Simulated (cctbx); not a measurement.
## Accept or mend?

Cell a = 5.3130 Å, b = 5.3130 Å, c = 10.6520 Å, α = 90.00°, β = 90.00°, γ = 90.00°; space group I4/mcm (no. 140). The compound is VFe4CoN2.

Simulated single-crystal data (cctbx): Ag Kα, λ = 0.56087 Å, to d = 0.8 Å, 80 % of the full sphere, strongest reflection 5000 counts, noise from counting, a 1.5 % proportional error and a noise floor of 2 counts (s.d.); no absorption.

An isotropic refinement with weights 1/σ² prints:

```text
Rint 0.031, 99 unique reflections to 0.80 A
cycle     R1     wR2    GooF  max shift (A)
   1  0.4784  0.8138  38.151   0.16905
   3  0.0116  0.0226   1.058   0.00000
final R1 0.0116 wR2 0.0226 GooF 1.058  parameters 7  data/parameter 14.1
atom        x        y        z      Ueq    occ   su(xyz)  su(Uiso or U11)
Co1    0.00000  0.00000  0.00000   0.0171  1.000  0.00000  0.0002
Fe1    0.33495  0.16505  0.13620   0.0169  1.000  0.00007  0.0001
V1     0.50000  0.50000  0.25000   0.0195  1.000  0.00000  0.0003
N1     0.87800  0.62200  0.00000   0.0272  1.000  0.00061  0.0010
difference map: max 0.33 min -0.37 rms 0.10
Q1    0.1372  0.3628  0.0810   16    0.35  0.87 A from N1
Q2    0.0507  0.2820  0.4123   32    0.32  0.85 A from Fe1
Q3    0.1730  0.1734  0.1279   32    0.29  0.87 A from Fe1
Q4    0.0000  0.5000  0.2500    4    0.27  1.73 A from Fe1
Q5    0.0710  0.4290  0.1609   16    0.25  1.38 A from Fe1
Q6    0.0863  0.4137  0.5000    8    0.21  1.12 A from N1
```

Q: Accept it or mend it, and why?

It can stand. The set-up had a fault (start far from the minimum), but the refinement still reached the right minimum: R1 = 0.0116, wR2 = 0.0226, GooF = 1.06 against R1 = 0.0116, wR2 = 0.0226, GooF = 1.06 for the right model.

The compound is VFe4CoN2. The right model at the same level gives:

```text
Rint 0.031, 99 unique reflections to 0.80 A
cycle     R1     wR2    GooF  max shift (A)
   1  0.0643  0.1467   6.875   0.06089
   2  0.0116  0.0226   1.058   0.00003
final R1 0.0116 wR2 0.0226 GooF 1.058  parameters 7  data/parameter 14.1
atom        x        y        z      Ueq    occ   su(xyz)  su(Uiso or U11)
Co1    0.00000  0.00000  0.00000   0.0171  1.000  0.00000  0.0002
Fe1    0.33495  0.16505  0.13620   0.0169  1.000  0.00007  0.0001
V1     0.50000  0.50000  0.25000   0.0195  1.000  0.00000  0.0003
N1     0.87800  0.62200  0.00000   0.0272  1.000  0.00061  0.0010
difference map: max 0.33 min -0.37 rms 0.10
Q1    0.1372  0.3628  0.0810   16    0.35  0.87 A from N1
Q2    0.0507  0.2820  0.4123   32    0.32  0.85 A from Fe1
Q3    0.1730  0.1734  0.1279   32    0.29  0.87 A from Fe1
Q4    0.0000  0.5000  0.2500    4    0.27  1.73 A from Fe1
Q5    0.0710  0.4290  0.1609   16    0.25  1.38 A from Fe1
Q6    0.0863  0.4137  0.5000    8    0.21  1.12 A from N1
```

Isotropic U is held between 0.0001 and 1 Å² by the program, and listed peak heights are interpolated, so they can pass the grid's maximum.

This is a model crystal, built by substitution and not relaxed, with assumed displacement parameters.

[Middle refinement cycles are left out of these outputs.]

[Logs are printed without paths, hosts, clocks, repeated set-up lines and the standing remarks that a program may print on its own settings, such as how far it seeks lower states.]
